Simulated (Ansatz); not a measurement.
# A hypothetical structure for HfMg3InS2

This structure for HfMg3InS2 is made up. Its elements were placed in a known structure type with a cell scaled to their sizes. What cell does the guess relax to, and how far off was it?

Calculated with Ansatz 0.2.0; DFT, r2SCAN, plane-wave PAW, files of the set soft_1, scalar-relativistic, no spin, cell and ions relaxed at zero pressure; PAW set soft_1, in the first sound run; inputs show where later runs differ.

### 1. The structure

The structure is trigonal, space group R-3m (No. 166). The conventional cell has a = 5.762 Å, b = 5.762 Å, c = 14.704 Å, α = 90.00°, β = 90.00°, γ = 120.00°. Hf has 6 Mg at 2.88 Å and 2 S at 3.26 Å nearest. In has 6 Mg at 2.96 Å nearest. Nearest to S lie 3 Mg at 2.33 Å and 1 Hf at 3.26 Å. Nearest to Mg lie 2 S at 2.33 Å. Farther neighbours and most contacts between anions are not listed.

### 2. Relaxation of the guess

The guessed cell has no reason to be at equilibrium. It is relaxed with the atoms, within the space group of the guess.

input.yaml

```yaml
crystal:
  lattice:
    - [2.881, 1.663346126, 4.901333333]
    - [-2.881, 1.663346126, 4.901333333]
    - [0.0, -3.326692251, 4.901333333]
  atoms:
    - { symbol: Hf, position: [0.0, 0.0, 0.0] }
    - { symbol: In, position: [0.5, 0.5, 0.5] }
    - { symbol: S, position: [0.778066667, 0.778066667, 0.778066667] }
    - { symbol: S, position: [0.221933333, 0.221933333, 0.221933333] }
    - { symbol: Mg, position: [0.5, 0.0, 0.5] }
    - { symbol: Mg, position: [0.5, 0.5, 0.0] }
    - { symbol: Mg, position: [0.0, 0.5, 0.5] }
kpoints:
  mp_grid: { grid: [6, 6, 6] }
scf:
  occupations: { method: fermi_dirac, width: 0.05 }
hamiltonian:
  xc: r2scan
  pseudopotentials: { kind: paw, azcp: { folder: soft_1 } }
relax:
  f_tol: 0.015
  max_steps: 70
  cell: {}
output:
  forces: true
  stress: true
```

Command:

```bash
$ ansatz run input.yaml --threads 4 --pin off --max-ram 10240MiB --backend cpu --events-out ev --progress --plain --runs-dir out
```

Numbers of over 12 decimals in the logs are rounded to 6 here.

Output:

```text
Engine: ansatz 0.2.0, x86_64-unknown-linux-gnu
Pseudopotentials: kind: paw
Pseudopotential: Hf, paw, valence charge 26, recommended cutoff 500 eV (meta_gga), soft_1/Hf.paw.azcp
Pseudopotential: In, paw, valence charge 13, recommended cutoff 500 eV (meta_gga), soft_1/In.paw.azcp
Pseudopotential: S, paw, valence charge 6, recommended cutoff 500 eV (meta_gga), soft_1/S.paw.azcp
Pseudopotential: Mg, paw, valence charge 10, recommended cutoff 500 eV (meta_gga), soft_1/Mg.paw.azcp
Functional definition: r2SCAN
  parameter k0 = 0.174
  parameter k1 = 0.065
  parameter a1 = 4.9479
  exchange = r2scan_x(k0 = k0, k1 = k1, a1 = a1)
  correlation = r2scan_c
Crystal: 7 atoms, lattice volume = 140.926 Å³
Basis set: ecut = 500 eV, 3563 PW (Γ), exchange–correlation on 180×180×180 points (64 copies of the dense FFT grid, shifted against one another)
Bands: 49, of which v1, the nominal top of the filled ones, is band 41 counted from 1 (40 counted from 0)
Symmetry: 12 space group operations
Space group: R-3m (ITA 166), of the structure as read, at distance tolerance 5.2e-5 Å
k-points: 32 of 216
Non-local potential: Hf, projectors of the file, l = 0: 3, l = 1: 2, l = 2: 2, l = 3: 3
Non-local potential: In, projectors of the file, l = 0: 2, l = 1: 2, l = 2: 2, l = 3: 1
Non-local potential: S, projectors of the file, l = 0: 2, l = 1: 2, l = 2: 1
Non-local potential: Mg, projectors of the file, l = 0: 3, l = 1: 2, l = 2: 1
PAW form: soft (Blöchl's): semilocal exchange-correlation on the pseudo side does not see the compensation charge
PAW frozen core: Hf, regenerated for the run's functional (the file was generated under x = pbe(κ = 0.804, μ = 0.219515), c = pbe(β = 0.066725))
PAW frozen core: In, regenerated for the run's functional (the file was generated under x = pbe(κ = 0.804, μ = 0.219515), c = pbe(β = 0.066725))
PAW frozen core: S, regenerated for the run's functional (the file was generated under x = pbe(κ = 0.804, μ = 0.219515), c = pbe(β = 0.066725))
PAW frozen core: Mg, regenerated for the run's functional (the file was generated under x = pbe(κ = 0.804, μ = 0.219515), c = pbe(β = 0.066725))
PAW one-centre angular grid: Hf, 974 points (default); XC on 224 Gauss nodes
PAW one-centre angular grid: In, 590 points (default); XC on 160 Gauss nodes
PAW one-centre angular grid: S, 302 points (default); XC on 160 Gauss nodes
PAW one-centre angular grid: Mg, 302 points (default); XC on 224 Gauss nodes
Initial density: superposition of atomic densities (chi_scale 0.1, normalization cell, long waves kept (reshape's long-wave potential 0.00 eV rms))
Initial wavefunctions: pseudopotential atomic-orbital guess
Functional: x = r2scan, c = r2scan; τ floored in thin density (d = 2e-4 eV/Å³)
SCF iter   1: F=—  HF=-28938.484491 eV  |F-HF|=—  |Δ(HF+E_count)|=         —  Δρ=6.69e-2  dr2=1.77e1  dr2_τ=4.41e-1  ethr=3.10e-3  ⟨swp⟩=8.9  Hψ=6576  notcnv=0
preconditioner: auto → Kerker (q_TF=auto, 2.488 Å⁻¹)  [metal: Δε(μ)=0.010 eV  Ē_g=12.010 eV  σ=0.050 eV  W_gap=0.05  n_scr=32 (ndim 8)  ℏωp=21.9 eV  f_vac=0.000  D(μ)=3.40/eV (n_scr^D=14)]
SCF iter   2: F=—  HF=-28936.048558 eV  |F-HF|=—  |Δ(HF+E_count)|=    2.44e0  Δρ=2.58e-2  dr2=2.58e0  dr2_τ=2.84e-1  ethr=3.10e-3  ⟨swp⟩=3.0  Hψ=3458  notcnv=0  defer=34
SCF iter   3: F=—  HF=-28935.878838 eV  |F-HF|=—  |Δ(HF+E_count)|=   1.70e-1  Δρ=1.64e-2  dr2=1.06e0  dr2_τ=2.89e-2  ethr=3.10e-3  ⟨swp⟩=2.0  Hψ=2643  notcnv=0  defer=42
SCF iter   4: F=—  HF=-28935.708835 eV  |F-HF|=—  |Δ(HF+E_count)|=   1.70e-1  Δρ=8.54e-3  dr2=2.95e-1  dr2_τ=4.19e-3  ethr=1.30e-3  ⟨swp⟩=2.8  Hψ=3002  notcnv=0  defer=42
SCF iter   5: F=—  HF=-28935.676520 eV  |F-HF|=—  |Δ(HF+E_count)|=   3.23e-2  Δρ=3.63e-3  dr2=3.42e-2  dr2_τ=1.72e-3  ethr=3.64e-4  ⟨swp⟩=3.1  Hψ=2540  notcnv=0  defer=44
SCF iter   6: F=—  HF=-28935.676343 eV  |F-HF|=—  |Δ(HF+E_count)|=   1.77e-4  Δρ=1.14e-3  dr2=3.16e-3  dr2_τ=1.94e-4  ethr=4.23e-5  ⟨swp⟩=2.0  Hψ=2636  notcnv=0  defer=44
SCF iter   7: F=—  HF=-28935.676001 eV  |F-HF|=—  |Δ(HF+E_count)|=   3.42e-4  Δρ=4.87e-4  dr2=5.00e-4  dr2_τ=1.85e-5  ethr=3.90e-6  ⟨swp⟩=2.0  Hψ=2749  notcnv=0  defer=44
SCF iter   8: F=—  HF=-28935.676019 eV  |F-HF|=—  |Δ(HF+E_count)|=   1.77e-5  Δρ=1.74e-4  dr2=5.15e-5  dr2_τ=2.84e-6  ethr=6.18e-7  ⟨swp⟩=2.0  Hψ=2697  notcnv=0  defer=44
SCF iter   9: F=—  HF=-28935.676087 eV  |F-HF|=—  |Δ(HF+E_count)|=   6.84e-5  Δρ=5.21e-5  dr2=5.65e-6  dr2_τ=1.93e-7  ethr=6.35e-8  ⟨swp⟩=2.0  Hψ=2735  notcnv=0  defer=44
SCF iter  10: F=—  HF=-28935.676088 eV  |F-HF|=—  |Δ(HF+E_count)|=   7.26e-7  Δρ=1.45e-5  dr2=3.98e-7  dr2_τ=3.35e-8  ethr=6.98e-9  ⟨swp⟩=2.0  Hψ=2400  notcnv=0  defer=44
SCF iter  11: F=-28935.676088 eV  HF=-28935.676088 eV  |F-HF|=5.71e-9  |Δ(HF+E_count)|=   1.66e-7  Δρ=5.51e-6  dr2=5.86e-8  dr2_τ=1.53e-9  ethr=1.23e-10  ⟨swp⟩=5.2  Hψ=6873  notcnv=0
SCF 1 converged in 11 iterations: F = -28935.676088 eV  dr2 = 5.86e-8
  greatest PAW one-centre occupation: 1.000 electrons in one spin orbital (limit 2), on the Mg atom at site 6 (counted from 0), in its partial waves of l = 0
relax step   1: F+E_penalty+E_count = -28935.67608793 eV  Δ(F+E_penalty+E_count) = +0.000e0 eV  max|allowed force component| = 2.297e0 eV/Å  Δτ_max = 0.0000 Å  P = +9.481 GPa  Ω = 140.926 Å³  (11 SCF iters, dr2 threshold 1.00e-7 eV, accepted)
Crystal: 7 atoms, lattice volume = 149.340 Å³
Basis set: ecut = 500 eV, 3755 PW (Γ), exchange–correlation on 180×180×180 points (64 copies of the dense FFT grid, shifted against one another)
Initial density: handed on by an earlier stage of this run
Initial wavefunctions: those handed on with the density
iter 1 solved again at ethr=6.42e-4 eV; its pass at ethr=3.10e-3 eV (dr2=5.20e-1 eV) is discarded
SCF iter   1: F=—  HF=-28936.640329 eV  |F-HF|=—  |Δ(HF+E_count)|=         —  Δρ=1.16e-2  dr2=5.26e-1  dr2_τ=3.13e-1  ethr=6.42e-4  ⟨swp⟩=2.0  Hψ=9813  notcnv=0
preconditioner: auto → Kerker (q_TF=auto, 2.464 Å⁻¹)  [metal: Δε(μ)=0.012 eV  Ē_g=11.691 eV  σ=0.050 eV  W_gap=0.06  n_scr=32 (ndim 8)  ℏωp=21.3 eV  f_vac=0.000  D(μ)=4.78/eV (n_scr^D=26)]
SCF iter   2: F=—  HF=-28936.851070 eV  |F-HF|=—  |Δ(HF+E_count)|=   2.11e-1  Δρ=4.77e-3  dr2=8.54e-2  dr2_τ=7.36e-3  ethr=6.42e-4  ⟨swp⟩=3.5  Hψ=2634  notcnv=0
SCF iter   3: F=—  HF=-28936.845808 eV  |F-HF|=—  |Δ(HF+E_count)|=   5.26e-3  Δρ=2.56e-3  dr2=2.71e-2  dr2_τ=9.25e-4  ethr=1.05e-4  ⟨swp⟩=2.2  Hψ=3004  notcnv=0  defer=13
SCF iter   4: F=—  HF=-28936.842734 eV  |F-HF|=—  |Δ(HF+E_count)|=   3.07e-3  Δρ=1.36e-3  dr2=6.20e-3  dr2_τ=1.82e-4  ethr=3.35e-5  ⟨swp⟩=2.0  Hψ=2855  notcnv=0  defer=13
[...]
SCF iter   4: F=—  HF=-28937.660931 eV  |F-HF|=—  |Δ(HF+E_count)|=   1.54e-3  Δρ=8.24e-4  dr2=9.61e-4  dr2_τ=4.85e-5  ethr=1.03e-5  ⟨swp⟩=2.6  Hψ=3096  notcnv=0
SCF iter   5: F=—  HF=-28937.660848 eV  |F-HF|=—  |Δ(HF+E_count)|=   8.32e-5  Δρ=4.81e-4  dr2=3.50e-4  dr2_τ=1.69e-5  ethr=1.19e-6  ⟨swp⟩=3.0  Hψ=3560  notcnv=0
SCF iter   6: F=—  HF=-28937.660963 eV  |F-HF|=—  |Δ(HF+E_count)|=   1.15e-4  Δρ=1.38e-4  dr2=4.12e-5  dr2_τ=1.41e-6  ethr=4.32e-7  ⟨swp⟩=2.2  Hψ=2774  notcnv=0
SCF iter   7: F=—  HF=-28937.660979 eV  |F-HF|=—  |Δ(HF+E_count)|=   1.60e-5  Δρ=3.95e-5  dr2=5.12e-6  dr2_τ=1.08e-7  ethr=5.09e-8  ⟨swp⟩=2.3  Hψ=2848  notcnv=0
SCF iter   8: F=-28937.660979 eV  HF=-28937.660979 eV  |F-HF|=2.19e-8  |Δ(HF+E_count)|=   1.29e-7  Δρ=1.33e-5  dr2=3.83e-7  dr2_τ=1.86e-8  ethr=8.64e-10  ⟨swp⟩=5.8  Hψ=10418  notcnv=0
SCF 3 converged in 8 iterations: F = -28937.660979 eV  dr2 = 3.83e-7
relax step   3: F+E_penalty+E_count = -28937.66097927 eV  Δ(F+E_penalty+E_count) = -8.196e-1 eV  max|allowed force component| = 1.265e0 eV/Å  Δτ_max = 0.1631 Å  P = +2.353 GPa  Ω = 148.202 Å³  energy of the carried Pulay correction = -9.688e-4 eV  (8 SCF iters, dr2 threshold 7.00e-7 eV, accepted)
[...]
relax step   4: F+E_penalty+E_count = -28938.17612434 eV  Δ(F+E_penalty+E_count) = -5.151e-1 eV  max|allowed force component| = 1.640e-1 eV/Å  Δτ_max = 0.1859 Å  P = +4.292 GPa  Ω = 147.853 Å³  energy of the carried Pulay correction = -9.234e-4 eV  (8 SCF iters, dr2 threshold 7.00e-7 eV, accepted)
[...]
relax step   5: F+E_penalty+E_count = -28938.31621872 eV  Δ(F+E_penalty+E_count) = -1.401e-1 eV  max|allowed force component| = 1.821e-1 eV/Å  Δτ_max = 0.0039 Å  P = +0.903 GPa  Ω = 156.898 Å³  energy of the carried Pulay correction = -2.065e-3 eV  (8 SCF iters, dr2 threshold 7.00e-7 eV, accepted)
[...]
relax step   6: F+E_penalty+E_count = -28938.32389654 eV  Δ(F+E_penalty+E_count) = -7.678e-3 eV  max|allowed force component| = 8.695e-2 eV/Å  Δτ_max = 0.0385 Å  P = -0.646 GPa  Ω = 162.637 Å³  energy of the carried Pulay correction = -2.754e-3 eV  (8 SCF iters, dr2 threshold 7.00e-7 eV, accepted)
[...]
relax step   7: F+E_penalty+E_count = -28938.32949176 eV  Δ(F+E_penalty+E_count) = -5.595e-3 eV  max|allowed force component| = 2.718e-2 eV/Å  Δτ_max = 0.0227 Å  P = +0.093 GPa  Ω = 160.404 Å³  energy of the carried Pulay correction = -2.489e-3 eV  (7 SCF iters, dr2 threshold 7.00e-7 eV, accepted)
[...]
relax step   8: F+E_penalty+E_count = -28938.32991115 eV  Δ(F+E_penalty+E_count) = -4.194e-4 eV  max|allowed force component| = 1.090e-4 eV/Å  Δτ_max = 0.0061 Å  P = +0.006 GPa  Ω = 160.473 Å³  energy of the carried Pulay correction = -2.497e-3 eV  (6 SCF iters, dr2 threshold 1.62e-7 eV, accepted)
Initial wavefunctions: pseudopotential atomic-orbital guess (no wavefunctions were taken with the density)
iter 1 solved again at ethr=9.50e-8 eV; its pass at ethr=3.10e-3 eV (dr2=7.70e-5 eV) is discarded
SCF iter   1: F=—  HF=-28938.325201 eV  |F-HF|=—  |Δ(HF+E_count)|=         —  Δρ=8.00e-4  dr2=2.86e-5  dr2_τ=5.29e-5  ethr=9.50e-8  ⟨swp⟩=4.0  Hψ=11483  notcnv=0
preconditioner: auto → Kerker (q_TF=auto, 2.434 Å⁻¹)  [metal: Δε(μ)=0.021 eV  Ē_g=11.710 eV  σ=0.050 eV  W_gap=0.10  n_scr=50 (ndim 8)  ℏωp=20.5 eV  f_vac=0.000  D(μ)=6.82/eV (n_scr^D=56)]
SCF iter   2: F=—  HF=-28938.331875 eV  |F-HF|=—  |Δ(HF+E_count)|=   6.67e-3  Δρ=4.07e-4  dr2=7.51e-6  dr2_τ=1.13e-4  ethr=3.53e-8  ⟨swp⟩=2.0  Hψ=2894  notcnv=0
SCF iter   3: F=—  HF=-28938.334065 eV  |F-HF|=—  |Δ(HF+E_count)|=   2.19e-3  Δρ=5.03e-5  dr2=8.89e-7  dr2_τ=1.49e-6  ethr=9.27e-9  ⟨swp⟩=2.0  Hψ=2894  notcnv=0
SCF iter   4: F=—  HF=-28938.334040 eV  |F-HF|=—  |Δ(HF+E_count)|=   2.51e-5  Δρ=1.22e-5  dr2=1.18e-7  dr2_τ=5.34e-8  ethr=1.10e-9  ⟨swp⟩=2.0  Hψ=2796  notcnv=0
SCF iter   5: F=—  HF=-28938.334041 eV  |F-HF|=—  |Δ(HF+E_count)|=   7.70e-7  Δρ=4.79e-6  dr2=3.08e-8  dr2_τ=2.17e-9  ethr=1.45e-10  ⟨swp⟩=2.0  Hψ=2839  notcnv=0
SCF iter   6: F=—  HF=-28938.334041 eV  |F-HF|=—  |Δ(HF+E_count)|=   4.74e-8  Δρ=1.33e-6  dr2=4.76e-9  dr2_τ=8.02e-11  ethr=3.80e-11  ⟨swp⟩=2.0  Hψ=2207  notcnv=0
SCF iter   7: F=—  HF=-28938.334041 eV  |F-HF|=—  |Δ(HF+E_count)|=   1.19e-9  Δρ=3.94e-7  dr2=4.45e-10  dr2_τ=2.02e-11  ethr=5.88e-12  ⟨swp⟩=2.0  Hψ=2431  notcnv=0
SCF iter   8: F=-28938.334041 eV  HF=-28938.334041 eV  |F-HF|=1.46e-11  |Δ(HF+E_count)|=  2.47e-10  Δρ=1.22e-7  dr2=3.86e-11  dr2_τ=1.36e-12  ethr=1.00e-12  ⟨swp⟩=4.0  Hψ=7195  notcnv=0
SCF 9 converged in 8 iterations: F = -28938.334041 eV  dr2 = 3.86e-11
relax step   9: F+E_penalty+E_count = -28938.33404057 eV  Δ(F+E_penalty+E_count) = -4.129e-3 eV  max|allowed force component| = 3.435e-4 eV/Å  Δτ_max = 0.0000 Å  P = +0.017 GPa  Ω = 160.473 Å³  stress off target by 1.92e-2 GPa  SCF on the basis re-selected at this cell (its energy is not comparable with the rows above)  (8 SCF iters)
basis re-selected at this cell: Δ(F+E_penalty+E_count) = -4.129e-3 eV, ΔP = +0.011 GPa vs the last step (what re-selecting the basis moved, of the pressure what is left beyond the Pulay correction that the steps carried, after the strain that the cell walked since its last selection, with what the two solves' SCF thresholds leave and, on support functions, any second-order correction that the steps lacked; it is no m [...]
SCF converged after 8 iterations
Free energy (F): -28938.334041 eV
Harris-Foulkes:  -28938.334041 eV  (|F-HF|=1.46e-11)
Internal energy: -28938.280516 eV  (E = F + TS)
E sigma→0 (E₀):  -28938.307278 eV
Entropy (-TS):   -0.053524 eV (-7.646 meV/atom)
Fermi energy:    7.896810 eV
--- Per-component energies (eV) ---
  E_band       = -1401.887548
  E_kinetic    = 1042.184172
  E_local      = -14818.638009  (includes V_loc(G=0)·N_el)
  E_nonlocal   = 1036.432704
  E_hartree    = 6251.299703
  E_xc         = -624.098737
  E_vxc        = -658.447507  (∫ρ·V_xc dr)
  E_paw        = -14100.838924  (= ΣΔE_a)
  E_vpaw       = -542.230583  (= ΣTr[D̂ρ^β])
  E_aug_tail   = -0.000060  (compensation charges beyond the density's cutoff)
  E_vtau       = 36.212544  (kinetic-family band-sum trace: ∫τ·v_τ [+ j·A + Jᵃ·Aᵃ] dr)
  E_ewald      = -7725.610312
  E_core_change = 0.988946  (= ΣΔE_core)
  E_smearing   = -0.053524  (= −TS)
  E_closure    = -0.000000  (closes the sum)
  Σ components = -28938.334041   (vs F -28938.334041, Δ=0.00e0)
--- Forces (eV/Å), atoms counted from 1 ---
  atom   1  Hf    -0.00000000     0.00000000     0.00000000
  atom   2  In     0.00000000     0.00000000    -0.00000000
  atom   3  S     -0.00000000     0.00000000     0.00034346
  atom   4  S      0.00000000    -0.00000000    -0.00034346
  atom   5  Mg     0.00000000     0.00000000     0.00000000
  atom   6  Mg    -0.00000000     0.00000000     0.00000000
  atom   7  Mg     0.00000000     0.00000000     0.00000000
  max |Σ_I F_I| component: 5.78e-19 eV/Å
--- Stress (GPa, compression-positive) ---
        0.019223       0.000000      -0.000000
        0.000000       0.019223      -0.000000
       -0.000000      -0.000000       0.012860
  P = ⅓ Tr σ = 0.0171 GPa (0.171 kbar)
--- Relaxed structure (8 steps of the walk, 8 accepted, 1 SCFs on fresh bases) ---
  F+E_penalty+E_count = -28938.33404057 eV   max|allowed force component| = 3.435e-4 eV/Å   (the final SCF, on the basis selected at the relaxed cell)
  cell:  # Å, volume = 160.4735 Å³
    - [3.286666, 1.897558, 4.288460]
    - [-3.286666, 1.897558, 4.288460]
    - [0, -3.795115, 4.288460]
  atoms:
    - { symbol: Hf, position: [-1.3483005411979647e-19, -1.3483005411980937e-19, -1.3483005407069007e-19] }
    - { symbol: In, position: [0.500000, 0.500000, 0.5] }
    - { symbol: S, position: [0.809851, 0.809851, 0.809851] }
    - { symbol: S, position: [0.190149, 0.190149, 0.190149] }
    - { symbol: Mg, position: [0.500000, 5.551115123125783e-17, 0.5] }
    - { symbol: Mg, position: [0.5, 0.5, 0.0] }
    - { symbol: Mg, position: [5.551115123125783e-17, 0.500000, 0.5] }
```

It took 25 s on 4 threads of AMD EPYC 9B45 (Zen 5), shared host; peak memory 1.1 GiB.

This run has no spin polarisation although its electron count is odd.

The steps of the relaxation:

```csv
step,energy less that of the first step (eV),largest force component (eV/Å),pressure (GPa),volume (Å³)
1,0.0000,2.2970,9.48,140.93
2,-1.1653,1.6303,3.25,149.34
3,-1.9849,1.2645,2.35,148.20
4,-2.5000,0.1640,4.29,147.85
5,-2.6401,0.1822,0.90,156.90
6,-2.6478,0.0870,-0.65,162.64
7,-2.6534,0.0272,0.09,160.40
8,-2.6538,0.0001,0.01,160.47
9*,-2.6580,0.0003,0.02,160.47
```

Relaxation steps marked * repeat the geometry before them on a plane-wave basis chosen anew for their cell, so energy and pressure can jump there.

The run keeps the 12 symmetry operations that it works with, so distortions that break them were not tested.

| cell as run | before | after | change |
| --- | --- | --- | --- |
| a (Å) | 5.924 | 5.727 | -3.3 % |
| b (Å) | 5.924 | 5.727 | -3.3 % |
| c (Å) | 5.924 | 5.727 | -3.3 % |
| α (°) | 58.20 | 70.05 | +20.4 % |
| β (°) | 58.20 | 70.05 | +20.4 % |
| γ (°) | 58.20 | 70.05 | +20.4 % |
| volume (Å³/atom) | 20.13 | 22.92 | +13.9 % |

The atoms that moved most (Å, as changes of fractional coordinates times the final cell):

```csv
atom,dx,dy,dz,length
S3,0.000,0.000,0.409,0.409
S4,0.000,0.000,-0.409,0.409
```

This step gave:

| Quantity | Value |
| --- | --- |
| free energy | -28938.3340 eV |
| energy at zero smearing | -28938.3073 eV |
| smearing term TS | 0.05352 eV |
| Fermi energy | 7.897 eV |
| electrons | 81 |
| symmetry operations | 12 |
| pressure | 0.01710 GPa |

Shortest distances by pair of elements, guess and relaxed (not always the same contact):

| pair | guess (Å) | relaxed (Å) |
| --- | --- | --- |
| Hf–S | 3.263 | 2.446 |
| Mg–S | 2.334 | 2.645 |
| In–Mg | 2.962 | 2.863 |
| Hf–Mg | 2.881 | 3.287 |
| Mg–Mg | 2.881 | 3.287 |

The relaxation ends with a largest force component of 3.4e-4 eV/Å and a pressure of 0.02 GPa.

[end of part 1 of 2]

[Logs are printed without paths, hosts, clocks, repeated set-up lines and the standing remarks that a program may print on its own settings, such as how far it seeks lower states.]

[Hosts, paths, dates, database ids (printed as entryN), source tags and the programs' standing remarks are cut or masked in the printed files.]
